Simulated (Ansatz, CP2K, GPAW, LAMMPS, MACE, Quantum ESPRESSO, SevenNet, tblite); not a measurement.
## Finding the fault: Quantum ESPRESSO, amorphous Ge (66 atoms)

Program: Quantum ESPRESSO 7.5, a calculation on a cell of 66 Ge, 23.2 Å³ an atom.

pw.in

```
&control
  calculation = 'scf'
  pseudo_dir = './pseudo'
  outdir = './tmp'
  disk_io = 'none'
  tprnfor = .true.
  tstress = .true.
/
&system
  ibrav = 0
  nat = 66
  ntyp = 1
  ecutwfc = 45
  ecutrho = 360
  nosym = .true.
  occupations = 'smearing'
  smearing = 'fd'
  degauss = 0.003675
/
&electrons
  conv_thr = 3.3e-07
  electron_maxstep = 2
  mixing_beta = 0.2
  mixing_mode = 'local-TF'
  diagonalization = 'david'
/
ATOMIC_SPECIES
Ge 72.630 Ge.upf
CELL_PARAMETERS angstrom
11.53150 0.00000 0.00000
0.00000 11.53150 0.00000
0.00000 0.00000 11.53150
ATOMIC_POSITIONS crystal
Ge 0.77655 0.64714 0.95623
Ge 0.45976 0.05999 0.09833
Ge 0.32775 0.37773 0.78687
Ge 0.70793 0.98233 0.31808
Ge 0.99333 0.50017 0.76238
Ge 0.18331 0.77390 0.74010
Ge 0.45135 0.57073 0.81477
Ge 0.13307 0.51793 0.04240
Ge 0.60684 0.55751 0.14397
Ge 0.38297 0.00843 0.66484
[... 52 atom lines left out ...]
Ge 0.17155 0.95003 0.42683
Ge 0.32288 0.23559 0.11964
Ge 0.06517 0.08656 0.79992
Ge 0.80214 0.45797 0.07641
K_POINTS gamma
```

On the command line:

```sh
> OMP_NUM_THREADS=1 mpirun -np 4 pw.x -in pw.in > output.txt
```

What it wrote:

```text
Program PWSCF
     gamma-point specific algorithms are used
     one sub-group per band group will be used
     scalapack distributed-memory algorithm (size of sub-group:  2*  2 procs)
     Parallelization info
     sticks:   dense  smooth     PW     G-vecs:    dense   smooth      PW
     Min        3403    1700    424               298425   105498   13158
     Max        3406    1704    426               298426   105500   13160
     Sum       13621    6809   1701              1193703   421997   52635
     bravais-lattice index     =            0
     lattice parameter (alat)  =      21.7914  a.u.
     unit-cell volume          =   10347.9426 (a.u.)^3
     number of atoms/cell      =           66
     number of atomic types    =            1
     number of electrons       =       924.00
     number of Kohn-Sham states=          554
     kinetic-energy cutoff     =      45.0000  Ry
     charge density cutoff     =     360.0000  Ry
     scf convergence threshold =      3.3E-07
     mixing beta               =       0.2000
     number of iterations used =            8  local-TF  mixing
     Exchange-correlation=  SLA  PW   PBX  PBC
                           (   1   4   3   4   0   0   0)
     crystal axes: (cart. coord. in units of alat)
               a(1) = (   1.000000   0.000000   0.000000 )
               a(2) = (   0.000000   1.000000   0.000000 )
               a(3) = (   0.000000   0.000000   1.000000 )
     reciprocal axes: (cart. coord. in units 2 pi/alat)
               b(1) = (  1.000000  0.000000  0.000000 )
               b(2) = (  0.000000  1.000000  0.000000 )
               b(3) = (  0.000000  0.000000  1.000000 )
     PseudoPot. # 1 for Ge:
     Pseudo is Ultrasoft + core correction, Zval = 14.0
     atomic species   valence    mass     pseudopotential
     Ge               14.00    72.63000     Ge( 1.00)
     No symmetry found
   Cartesian axes
     number of k points=     1  Fermi-Dirac smearing, width (Ry)=  0.0037
                       cart. coord. in units 2pi/alat
        k(    1) = (   0.0000000   0.0000000   0.0000000), wk =   2.0000000
     Dense  grid:   596852 G-vectors     FFT dimensions: ( 135, 135, 135)
     Smooth grid:   210999 G-vectors     FFT dimensions: (  96,  96,  96)
     Initial potential from superposition of free atoms
     starting charge     923.9423, renormalised to     924.0000
     Starting wfcs are  594 randomized atomic wfcs
     Self-consistent Calculation
     iteration #  1     ecut=    45.00 Ry     beta= 0.20
     Threshold (ethr) on eigenvalues was too large:
     Diagonalizing with lowered threshold
     total energy              =  -14099.90436704 Ry
     estimated scf accuracy    <       1.07926762 Ry
     iteration #  2     ecut=    45.00 Ry     beta= 0.20
     total energy              =  -14099.69874562 Ry
     estimated scf accuracy    <       0.80877088 Ry
     End of self-consistent calculation
     convergence NOT achieved after   2 iterations: stopping
     Message from routine punch:
     Nothing written, as per user request (disk_io='none')
```

Run time: 88 s. Hardware: 4 MPI ranks of Intel Xeon Platinum 8259CL at 2.50GHz (Skylake/Cascade Lake), shared host; peak memory 3.4 GiB; 5.9 min of CPU time.

Banners, paths, timers and routine set-up lines are dropped from the logs unmarked, and long logs keep their key lines alone; longer cuts are marked.

**Question.** What is wrong with this input?

Too few SCF iterations: iteration limit 2.

The run ended unconverged.

[Also dropped from logs without a mark: logging warnings of Python, and SIESTA's first energy breakdown and zero terms.]

[Logs are printed without paths, hosts, clocks, repeated set-up lines and the standing remarks that a program may print on its own settings, such as how far it seeks lower states.]

[Hosts, paths, dates, database ids (printed as entryN), source tags and the programs' standing remarks are cut or masked in the printed files.]
